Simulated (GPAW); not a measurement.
# Settings that the conductance of a Fe chain with a Cl atom on top of one atom needs

Wanted: a convergence study of zero-bias transport through a Fe chain with a Cl atom on top of one atom, with run times.

Main program and level: GPAW 26.7.0; GPAW LCAO, PAW setups; Landauer transmission from Green's functions with principal layers (ASE), zero bias.

Report form: the programs' logs are mostly left out.

## (1) The structure

The cell holds 12 atoms: 11 Fe and 1 Cl. Cell: a = 9.000 Å, b = 9.000 Å, c = 24.860 Å, α = 90.0°, β = 90.0°, γ = 90.0°. Regions: left lead, 5 atoms (5 Fe); channel, 2 atoms (1 Fe and 1 Cl); right lead, 5 atoms (5 Fe). Vacuum lies along a and b. The structure is stacked along c, and the current runs across the ab planes.

## (2) Base settings

All settings start at ordinary values; they are then varied in turn, with meshes following the cell where its length changes.

run.py reads:

```python
import json
import numpy as np
from ase import Atoms
from ase.transport.calculators import TransportCalculator
from gpaw import GPAW, FermiDirac
from gpaw.lcao.tools import get_lcao_hamiltonian
from scipy.linalg import eigh

# The junction with lead layers at both ends, along the third cell vector
device = Atoms(
    ['Fe', 'Fe', 'Fe', 'Fe', 'Fe', 'Fe', 'Cl', 'Fe', 'Fe', 'Fe', 'Fe', 'Fe'],
    positions=[
        [4.50000, 4.50000, 1.13000],
        [4.50000, 4.50000, 3.39000],
        [4.50000, 4.50000, 5.65000],
        [4.50000, 4.50000, 7.91000],
        [4.50000, 4.50000, 10.17000],
        [4.50000, 4.50000, 12.43000],
        [6.38030, 4.50000, 12.43000],
        [4.50000, 4.50000, 14.69000],
        [4.50000, 4.50000, 16.95000],
        [4.50000, 4.50000, 19.21000],
        [4.50000, 4.50000, 21.47000],
        [4.50000, 4.50000, 23.73000]],
    cell=[[9.0, 0.0, 0.0], [0.0, 9.0, 0.0], [0.0, 0.0, 24.86]],
    pbc=True,
    magmoms=[3.0, 3.0, 3.0, 3.0, 3.0, 3.0, 0.0, 3.0, 3.0, 3.0, 3.0, 3.0])

# One principal layer of the lead: the first 3 atoms of the device
lead = Atoms(
    ['Fe', 'Fe', 'Fe'],
    positions=[
        [4.50000, 4.50000, 1.13000],
        [4.50000, 4.50000, 3.39000],
        [4.50000, 4.50000, 5.65000]],
    cell=[[9.0, 0.0, 0.0], [0.0, 9.0, 0.0], [0.0, 0.0, 6.78]],
    pbc=True,
    magmoms=[3.0, 3.0, 3.0])

settings = dict(mode='lcao', basis='szp(dzp)', xc='LDA', h=0.18,
                occupations=FermiDirac(0.1), maxiter=250,
                mixer=dict(beta=0.05, nmaxold=8, weight=100.0),
                convergence=dict(density=0.0001))
energies = np.arange(-2, 2 + 1e-9, 0.05)
eta = 0.0001
n1, n2 = 1, 1
# k and -k transmit alike, so half of the mesh across the current serves
mesh = [(i, j) for i in range(n1) for j in range(n2) if (i, j) <= (-i % n1, -j % n2)]
weights = np.array([1 if (i, j) == (-i % n1, -j % n2) else 2 for i, j in mesh]) / (n1 * n2)

# [... helper functions left out ...]
fermi_lead = ground_state(lead, (1, 1, 17), 'lead.txt')
fermi_device = ground_state(device, (1, 1, 3), 'device.txt')
# [... loop over the mesh left out, but for ...]
        # Shift the lead onto the potential of the device's first layer
        shift = ((H[:, 0, 0] - H0[:, 0, 0]) / S0[0, 0]).real.mean()
# [...]
kT = 8.617333e-5 * 200
bias = [0.1, 0.2, 0.5, 1.0, 1.5, 2.0]
# [... integrals and printing left out ...]
```

Launch:

```sh
> OMP_NUM_THREADS=1 OPENBLAS_NUM_THREADS=2 python run.py
```

It took 1.7 min on 2 threads of Intel Xeon Platinum 8559C (Emerald Rapids), shared host; peak memory 1.5 GiB.

Numbers from this step:

```
conductance                                    : 1.961 G₀
largest coupling past the next principal layer : 3.94e-5 eV
largest misfit of the first principal layer    : 0.01539 eV
shift that aligns the lead                     : 0.005087 eV
basis functions of the junction                : 108
basis functions of a principal layer           : 27
transmission at the Fermi level, spin up       : 0.7089
lead channels, spin up                         : 1
transmission at the Fermi level, spin down     : 3.222
lead channels, spin down                       : 4
```

Each spin. The transmission, zone mean by energy, zero at the Fermi level:

```tsv
energy (eV)	T, spin up	T, spin down
-2.00	1.92	0.997
-1.90	2.93	0.997
-1.85	2.92	0.997
-1.70	2.84	0.998
-1.60	2.76	0.999
-1.45	2.61	0.999
-1.30	2.35	0.998
-1.15	2.33	0.997
-1.05	2.27	1.17
-0.90	0.720	2.10
-0.75	0.843	2.38
-0.60	0.859	2.57
-0.50	0.859	2.68
-0.35	0.850	2.85
-0.20	0.822	3.02
-0.05	0.753	3.18
0.00	0.709	3.22
0.05	0.643	3.25
0.20	0.152	4.08
0.35	0.571	4.37
0.50	0.945	4.40
0.60	0.985	3.79
0.75	0.998	2.98
0.90	1.000	2.96
1.05	0.999	2.96
1.15	0.998	2.96
1.30	0.997	2.95
1.45	0.996	2.93
1.60	0.995	2.88
1.70	0.995	2.82
1.85	0.995	2.65
2.00	0.995	2.21
```

Crossings of the lead's bands, unfolded to its shortest repeat. The open channels, zone mean by energy, zero at the Fermi level:

```tsv
energy (eV)	channels, spin up	channels, spin down
-2.00	4	1
-1.90	4	1
-1.80	4	1
-1.70	4	1
-1.55	4	1
-1.45	4	1
-1.35	4	1
-1.25	3	1
-1.15	3	1
-1.05	3	2
-0.90	1	4
-0.80	1	4
-0.70	1	4
-0.60	1	4
-0.50	1	4
-0.40	1	4
-0.25	1	4
-0.15	1	4
-0.05	1	4
0.00	1	4
0.05	1	4
0.15	1	6
0.25	1	6
0.40	1	6
0.50	1	6
0.60	1	6
0.70	1	4
0.80	1	4
0.90	1	4
1.05	1	3
1.15	1	3
1.25	1	3
1.35	1	3
1.45	1	3
1.55	1	3
1.70	1	3
1.80	1	3
1.90	1	3
2.00	1	3
```

Not self-consistent under bias; the bias window is split evenly. Current through one cell, from the zero-bias transmission against bias:

```tsv
bias (V)	current through one cell, from the zero-bias transmission (μA)
0.100	15.2
0.200	30.3
0.500	76.9
1.000	160
1.500	238
2.000	307
```

Site moment by atom:

```tsv
atom	site moment (μB)
Fe1	3.19
Fe2	3.19
Fe3	3.19
Fe4	3.18
Fe5	3.15
Fe6	2.40
Cl7	0.07
Fe8	3.15
Fe9	3.18
Fe10	3.19
Fe11	3.19
Fe12	3.19
```

Couplings past the next layer reach 3.9e-5 eV, small enough to drop; the matrix elements of the cell's first layer differ from the bulk lead's by up to 0.015 eV. That layer keeps its own values in the calculation, and only beyond it is the lead taken as perfect. The Fermi levels of lead and junction count from different zeros of potential, one for each periodic cell; with both set to zero, the small remaining shift is what aligns them. By hand: G = 1.961 × 77.48 μS = 152 μS, a resistance of 6.58 kΩ; at 0.1 V a linear junction would pass 15.2 μA, and the integral over the bias window gives 15.2 μA.

## (3) Varying the width of the vacuum box

The images of the wire across the vacuum must not overlap or polarise each other.

The cell differs from the one that the last finished run ended in (a 9.000 → 5.000 Å, b 9.000 → 5.000 Å).

Changes to run.py since step 2:

```diff
@@ -12,15 +12,15 @@
     positions=[
-        [4.50000, 4.50000, 1.13000],
-        [4.50000, 4.50000, 3.39000],
-        [4.50000, 4.50000, 5.65000],
-        [4.50000, 4.50000, 7.91000],
-        [4.50000, 4.50000, 10.17000],
-        [4.50000, 4.50000, 12.43000],
-        [6.38030, 4.50000, 12.43000],
-        [4.50000, 4.50000, 14.69000],
-        [4.50000, 4.50000, 16.95000],
-        [4.50000, 4.50000, 19.21000],
-        [4.50000, 4.50000, 21.47000],
-        [4.50000, 4.50000, 23.73000]],
-    cell=[[9.0, 0.0, 0.0], [0.0, 9.0, 0.0], [0.0, 0.0, 24.86]],
+        [2.50000, 2.50000, 1.13000],
+        [2.50000, 2.50000, 3.39000],
+        [2.50000, 2.50000, 5.65000],
+        [2.50000, 2.50000, 7.91000],
+        [2.50000, 2.50000, 10.17000],
+        [2.50000, 2.50000, 12.43000],
+        [4.38030, 2.50000, 12.43000],
+        [2.50000, 2.50000, 14.69000],
+        [2.50000, 2.50000, 16.95000],
+        [2.50000, 2.50000, 19.21000],
+        [2.50000, 2.50000, 21.47000],
+        [2.50000, 2.50000, 23.73000]],
+    cell=[[5.0, 0.0, 0.0], [0.0, 5.0, 0.0], [0.0, 0.0, 24.86]],
     pbc=True,
@@ -32,6 +32,6 @@
     positions=[
-        [4.50000, 4.50000, 1.13000],
-        [4.50000, 4.50000, 3.39000],
-        [4.50000, 4.50000, 5.65000]],
-    cell=[[9.0, 0.0, 0.0], [0.0, 9.0, 0.0], [0.0, 0.0, 6.78]],
+        [2.50000, 2.50000, 1.13000],
+        [2.50000, 2.50000, 3.39000],
+        [2.50000, 2.50000, 5.65000]],
+    cell=[[5.0, 0.0, 0.0], [0.0, 5.0, 0.0], [0.0, 0.0, 6.78]],
     pbc=True,
```

Run time: 1.9 min. Hardware: 2 threads; peak memory 0.7 GiB.

Numbers from this step:

```
conductance                                    : 1.933 G₀
largest coupling past the next principal layer : 3.93e-5 eV
largest misfit of the first principal layer    : 0.03560 eV
shift that aligns the lead                     : 0.01352 eV
transmission at the Fermi level, spin up       : 0.9429
transmission at the Fermi level, spin down     : 2.919
```

Each spin. The transmission, zone mean by energy, zero at the Fermi level:

```tsv
energy (eV)	T, spin up	T, spin down
-2.000	1.80	0.983
-1.800	2.62	0.982
-1.600	2.56	0.983
-1.400	2.45	0.984
-1.200	2.03	0.968
-1.000	1.51	1.07
-0.800	0.336	2.30
-0.600	0.270	2.45
-0.400	0.210	2.58
-0.250	0.996	2.68
-0.200	0.995	2.72
0.000	0.943	2.92
0.200	0.920	3.86
0.350	0.913	3.89
0.400	0.912	3.77
0.600	0.912	3.57
0.800	0.915	2.84
1.000	0.920	2.44
1.200	0.925	2.72
1.400	0.932	2.78
1.600	0.938	2.80
1.800	0.944	2.80
2.000	0.950	2.90
```

Not self-consistent under bias; the bias window is split evenly. Current through one cell, from the zero-bias transmission against bias:

```tsv
bias (V)	current through one cell, from the zero-bias transmission (μA)
0.100	15.0
0.200	30.1
0.500	78.4
1.000	154
1.500	222
2.000	278
```

Site moment by atom:

```tsv
atom	site moment (μB)
Fe1	3.20
Fe2	3.21
Fe3	3.21
Fe4	3.20
Fe5	3.24
Fe6	3.17
Cl7	0.14
Fe8	3.24
Fe9	3.20
Fe10	3.21
Fe11	3.21
Fe12	3.20
```

The conductance, 1.93 G₀, lies 1.4 % below that of the base run.

## (4) Varying the width of the vacuum box, box 6 Å

The cell differs from the one that the last finished run ended in (a 5.000 → 6.000 Å, b 5.000 → 6.000 Å).

Changes to run.py since step 3:

```diff
@@ -12,15 +12,15 @@
     positions=[
-        [2.50000, 2.50000, 1.13000],
-        [2.50000, 2.50000, 3.39000],
-        [2.50000, 2.50000, 5.65000],
-        [2.50000, 2.50000, 7.91000],
-        [2.50000, 2.50000, 10.17000],
-        [2.50000, 2.50000, 12.43000],
-        [4.38030, 2.50000, 12.43000],
-        [2.50000, 2.50000, 14.69000],
-        [2.50000, 2.50000, 16.95000],
-        [2.50000, 2.50000, 19.21000],
-        [2.50000, 2.50000, 21.47000],
-        [2.50000, 2.50000, 23.73000]],
-    cell=[[5.0, 0.0, 0.0], [0.0, 5.0, 0.0], [0.0, 0.0, 24.86]],
+        [3.00000, 3.00000, 1.13000],
+        [3.00000, 3.00000, 3.39000],
+        [3.00000, 3.00000, 5.65000],
+        [3.00000, 3.00000, 7.91000],
+        [3.00000, 3.00000, 10.17000],
+        [3.00000, 3.00000, 12.43000],
+        [4.88030, 3.00000, 12.43000],
+        [3.00000, 3.00000, 14.69000],
+        [3.00000, 3.00000, 16.95000],
+        [3.00000, 3.00000, 19.21000],
+        [3.00000, 3.00000, 21.47000],
+        [3.00000, 3.00000, 23.73000]],
+    cell=[[6.0, 0.0, 0.0], [0.0, 6.0, 0.0], [0.0, 0.0, 24.86]],
     pbc=True,
@@ -32,6 +32,6 @@
     positions=[
-        [2.50000, 2.50000, 1.13000],
-        [2.50000, 2.50000, 3.39000],
-        [2.50000, 2.50000, 5.65000]],
-    cell=[[5.0, 0.0, 0.0], [0.0, 5.0, 0.0], [0.0, 0.0, 6.78]],
+        [3.00000, 3.00000, 1.13000],
+        [3.00000, 3.00000, 3.39000],
+        [3.00000, 3.00000, 5.65000]],
+    cell=[[6.0, 0.0, 0.0], [0.0, 6.0, 0.0], [0.0, 0.0, 6.78]],
     pbc=True,
```

It took 1.9 min on 2 threads; peak memory 0.78 GiB.

This step gave:

* conductance: 1.592 G₀
* largest misfit of the first principal layer: 0.01936 eV
* shift that aligns the lead: 0.004833 eV
* transmission at the Fermi level, spin up: 0.002178
* transmission at the Fermi level, spin down: 3.088

Each spin. Table of transmission, zone mean by energy, zero at the Fermi level:

```tsv
energy (eV)	T, spin up	T, spin down
-2.00	2.79	0.994
-1.95	2.92	0.994
-1.90	2.92	0.994
-1.80	2.86	0.995
-1.70	2.77	0.996
-1.55	2.65	0.997
-1.45	2.59	0.998
-1.35	2.48	0.999
-1.25	2.13	0.999
-1.15	2.36	0.998
-1.10	2.38	1.03
-1.05	2.35	1.12
-0.90	0.669	2.14
-0.80	0.738	2.30
-0.70	0.760	2.41
-0.60	0.766	2.51
-0.50	0.760	2.60
-0.40	0.740	2.68
-0.25	0.659	2.83
-0.15	0.517	2.93
-0.05	0.177	3.04
0.00	0.00218	3.09
0.05	0.204	3.14
0.15	0.846	3.67
0.25	0.978	3.84
0.40	0.999	3.85
0.50	0.997	3.91
0.60	0.994	3.84
0.70	0.991	2.74
0.80	0.989	2.83
0.90	0.987	2.81
1.05	0.986	2.92
1.15	0.985	2.92
1.25	0.985	2.93
1.35	0.984	2.93
1.45	0.984	2.93
1.55	0.985	2.93
1.70	0.985	2.92
1.80	0.986	2.91
1.90	0.986	2.89
2.00	0.987	2.82
```

Not self-consistent under bias; the bias window is split evenly. The current through one cell, from the zero-bias transmission by bias:

```tsv
bias (V)	current through one cell, from the zero-bias transmission (μA)
0.100	12.5
0.200	25.9
0.500	72.0
1.000	152
1.500	228
2.000	295
```

Site moment by atom:

```tsv
atom	site moment (μB)
Fe1	3.20
Fe2	3.20
Fe3	3.20
Fe4	3.19
Fe5	3.19
Fe6	2.74
Cl7	0.11
Fe8	3.19
Fe9	3.19
Fe10	3.20
Fe11	3.20
Fe12	3.20
```

The conductance, 1.59 G₀, lies 19 % below that of the base run.

## (5) Width of the vacuum box, box 7.5 × 7.5 Å

The cell differs from the one that the last finished run ended in (a 6.000 → 7.500 Å, b 6.000 → 7.500 Å).

Changes to run.py since step 4:

```diff
@@ -12,15 +12,15 @@
     positions=[
-        [3.00000, 3.00000, 1.13000],
-        [3.00000, 3.00000, 3.39000],
-        [3.00000, 3.00000, 5.65000],
-        [3.00000, 3.00000, 7.91000],
-        [3.00000, 3.00000, 10.17000],
-        [3.00000, 3.00000, 12.43000],
-        [4.88030, 3.00000, 12.43000],
-        [3.00000, 3.00000, 14.69000],
-        [3.00000, 3.00000, 16.95000],
-        [3.00000, 3.00000, 19.21000],
-        [3.00000, 3.00000, 21.47000],
-        [3.00000, 3.00000, 23.73000]],
-    cell=[[6.0, 0.0, 0.0], [0.0, 6.0, 0.0], [0.0, 0.0, 24.86]],
+        [3.75000, 3.75000, 1.13000],
+        [3.75000, 3.75000, 3.39000],
+        [3.75000, 3.75000, 5.65000],
+        [3.75000, 3.75000, 7.91000],
+        [3.75000, 3.75000, 10.17000],
+        [3.75000, 3.75000, 12.43000],
+        [5.63030, 3.75000, 12.43000],
+        [3.75000, 3.75000, 14.69000],
+        [3.75000, 3.75000, 16.95000],
+        [3.75000, 3.75000, 19.21000],
+        [3.75000, 3.75000, 21.47000],
+        [3.75000, 3.75000, 23.73000]],
+    cell=[[7.5, 0.0, 0.0], [0.0, 7.5, 0.0], [0.0, 0.0, 24.86]],
     pbc=True,
@@ -32,6 +32,6 @@
     positions=[
-        [3.00000, 3.00000, 1.13000],
-        [3.00000, 3.00000, 3.39000],
-        [3.00000, 3.00000, 5.65000]],
-    cell=[[6.0, 0.0, 0.0], [0.0, 6.0, 0.0], [0.0, 0.0, 6.78]],
+        [3.75000, 3.75000, 1.13000],
+        [3.75000, 3.75000, 3.39000],
+        [3.75000, 3.75000, 5.65000]],
+    cell=[[7.5, 0.0, 0.0], [0.0, 7.5, 0.0], [0.0, 0.0, 6.78]],
     pbc=True,
```

Wall time 83 s (2 threads); peak memory 1 GiB.

Each spin. The transmission, zone mean by energy, zero at the Fermi level:

```tsv
energy (eV)	T, spin up	T, spin down
-2.00	1.95	0.996
-1.90	2.93	0.997
-1.80	2.90	0.997
-1.70	2.84	0.998
-1.55	2.71	0.999
-1.45	2.61	0.999
-1.35	2.47	0.999
-1.25	2.20	0.997
-1.15	2.34	0.997
-1.05	2.30	1.16
-0.90	0.724	2.09
-0.80	0.826	2.31
-0.70	0.848	2.45
-0.60	0.856	2.57
-0.50	0.856	2.68
-0.40	0.851	2.79
-0.25	0.829	2.96
-0.15	0.799	3.08
-0.05	0.742	3.18
0.00	0.694	3.22
0.05	0.622	3.25
0.15	0.331	3.88
0.25	0.0150	4.19
0.40	0.826	4.38
0.50	0.955	4.41
0.60	0.988	3.82
0.70	0.997	3.00
0.80	0.999	2.97
0.90	0.999	2.96
1.05	0.998	2.96
1.15	0.997	2.95
1.25	0.997	2.95
1.35	0.996	2.94
1.45	0.995	2.93
1.55	0.995	2.91
1.70	0.995	2.83
1.80	0.995	2.72
1.90	0.994	2.54
2.00	0.994	2.21
```

The conductance, 1.95 G₀, lies 0.5 % below that of the base run.

## (6) Width of the vacuum box, box 11 × 11 Å

The cell differs from the one that the last finished run ended in (a 7.500 → 11.000 Å, b 7.500 → 11.000 Å).

Changes to run.py since step 5:

```diff
@@ -12,15 +12,15 @@
     positions=[
-        [3.75000, 3.75000, 1.13000],
-        [3.75000, 3.75000, 3.39000],
-        [3.75000, 3.75000, 5.65000],
-        [3.75000, 3.75000, 7.91000],
-        [3.75000, 3.75000, 10.17000],
-        [3.75000, 3.75000, 12.43000],
-        [5.63030, 3.75000, 12.43000],
-        [3.75000, 3.75000, 14.69000],
-        [3.75000, 3.75000, 16.95000],
-        [3.75000, 3.75000, 19.21000],
-        [3.75000, 3.75000, 21.47000],
-        [3.75000, 3.75000, 23.73000]],
-    cell=[[7.5, 0.0, 0.0], [0.0, 7.5, 0.0], [0.0, 0.0, 24.86]],
+        [5.50000, 5.50000, 1.13000],
+        [5.50000, 5.50000, 3.39000],
+        [5.50000, 5.50000, 5.65000],
+        [5.50000, 5.50000, 7.91000],
+        [5.50000, 5.50000, 10.17000],
+        [5.50000, 5.50000, 12.43000],
+        [7.38030, 5.50000, 12.43000],
+        [5.50000, 5.50000, 14.69000],
+        [5.50000, 5.50000, 16.95000],
+        [5.50000, 5.50000, 19.21000],
+        [5.50000, 5.50000, 21.47000],
+        [5.50000, 5.50000, 23.73000]],
+    cell=[[11.0, 0.0, 0.0], [0.0, 11.0, 0.0], [0.0, 0.0, 24.86]],
     pbc=True,
@@ -32,6 +32,6 @@
     positions=[
-        [3.75000, 3.75000, 1.13000],
-        [3.75000, 3.75000, 3.39000],
-        [3.75000, 3.75000, 5.65000]],
-    cell=[[7.5, 0.0, 0.0], [0.0, 7.5, 0.0], [0.0, 0.0, 6.78]],
+        [5.50000, 5.50000, 1.13000],
+        [5.50000, 5.50000, 3.39000],
+        [5.50000, 5.50000, 5.65000]],
+    cell=[[11.0, 0.0, 0.0], [0.0, 11.0, 0.0], [0.0, 0.0, 6.78]],
     pbc=True,
```

It took 2.3 min on 2 threads; peak memory 1.9 GiB.

Each spin. Transmission, zone mean against energy, zero at the Fermi level:

```tsv
energy (eV)	T, spin up	T, spin down
-2.00	1.92	0.997
-1.90	2.93	0.997
-1.80	2.62	0.998
-1.75	2.87	0.998
-1.70	2.84	0.998
-1.55	2.71	0.999
-1.45	2.62	0.999
-1.35	2.46	0.999
-1.25	2.20	0.997
-1.15	2.33	0.997
-1.05	2.26	1.18
-0.90	0.718	2.12
-0.80	0.829	2.30
-0.70	0.851	2.44
-0.60	0.859	2.57
-0.50	0.860	2.68
-0.40	0.855	2.79
-0.25	0.834	2.96
-0.15	0.805	3.08
-0.05	0.752	3.18
0.00	0.707	3.22
0.05	0.640	3.25
0.15	0.369	3.83
0.25	0.00162	4.16
0.40	0.804	4.36
0.50	0.950	4.40
0.60	0.986	3.78
0.70	0.997	3.00
0.80	0.999	2.97
0.90	0.999	2.96
1.05	0.998	2.96
1.15	0.998	2.96
1.25	0.997	2.95
1.35	0.996	2.94
1.45	0.996	2.93
1.55	0.995	2.90
1.70	0.995	2.82
1.80	0.995	2.72
1.90	0.995	2.55
2.00	0.995	2.21
```

The conductance equals that of the base run to 0.2 %.

## (7) Width of the vacuum box, box 13 × 13 Å

The cell differs from the one that the last finished run ended in (a 11.000 → 13.000 Å, b 11.000 → 13.000 Å).

Changes to run.py since step 6:

```diff
@@ -12,15 +12,15 @@
     positions=[
-        [5.50000, 5.50000, 1.13000],
-        [5.50000, 5.50000, 3.39000],
-        [5.50000, 5.50000, 5.65000],
-        [5.50000, 5.50000, 7.91000],
-        [5.50000, 5.50000, 10.17000],
-        [5.50000, 5.50000, 12.43000],
-        [7.38030, 5.50000, 12.43000],
-        [5.50000, 5.50000, 14.69000],
-        [5.50000, 5.50000, 16.95000],
-        [5.50000, 5.50000, 19.21000],
-        [5.50000, 5.50000, 21.47000],
-        [5.50000, 5.50000, 23.73000]],
-    cell=[[11.0, 0.0, 0.0], [0.0, 11.0, 0.0], [0.0, 0.0, 24.86]],
+        [6.50000, 6.50000, 1.13000],
+        [6.50000, 6.50000, 3.39000],
+        [6.50000, 6.50000, 5.65000],
+        [6.50000, 6.50000, 7.91000],
+        [6.50000, 6.50000, 10.17000],
+        [6.50000, 6.50000, 12.43000],
+        [8.38030, 6.50000, 12.43000],
+        [6.50000, 6.50000, 14.69000],
+        [6.50000, 6.50000, 16.95000],
+        [6.50000, 6.50000, 19.21000],
+        [6.50000, 6.50000, 21.47000],
+        [6.50000, 6.50000, 23.73000]],
+    cell=[[13.0, 0.0, 0.0], [0.0, 13.0, 0.0], [0.0, 0.0, 24.86]],
     pbc=True,
@@ -32,6 +32,6 @@
     positions=[
-        [5.50000, 5.50000, 1.13000],
-        [5.50000, 5.50000, 3.39000],
-        [5.50000, 5.50000, 5.65000]],
-    cell=[[11.0, 0.0, 0.0], [0.0, 11.0, 0.0], [0.0, 0.0, 6.78]],
+        [6.50000, 6.50000, 1.13000],
+        [6.50000, 6.50000, 3.39000],
+        [6.50000, 6.50000, 5.65000]],
+    cell=[[13.0, 0.0, 0.0], [0.0, 13.0, 0.0], [0.0, 0.0, 6.78]],
     pbc=True,
```

It took 2.9 min on 2 threads; peak memory 2.5 GiB.

The conductance, 1.96 G₀, lies 0.2 % below that of the base run.

## (8) Convergence in the width of the vacuum box

The runs and the base run on one axis.

This step: convergence of the conductance (GPAW 26.7.0).

Conductance against width of the vacuum box:

```tsv
width of the vacuum box (Å)	conductance (G₀)
5.00	1.93
6.00	1.59
7.50	1.95
9.00	1.96
11.00	1.96
13.00	1.96
```

(Continued in part 2 of 3.)

[Logs are printed without paths, hosts, clocks, repeated set-up lines and the standing remarks that a program may print on its own settings, such as how far it seeks lower states.]

[Hosts, paths, dates, database ids (printed as entryN), source tags and the programs' standing remarks are cut or masked in the printed files.]
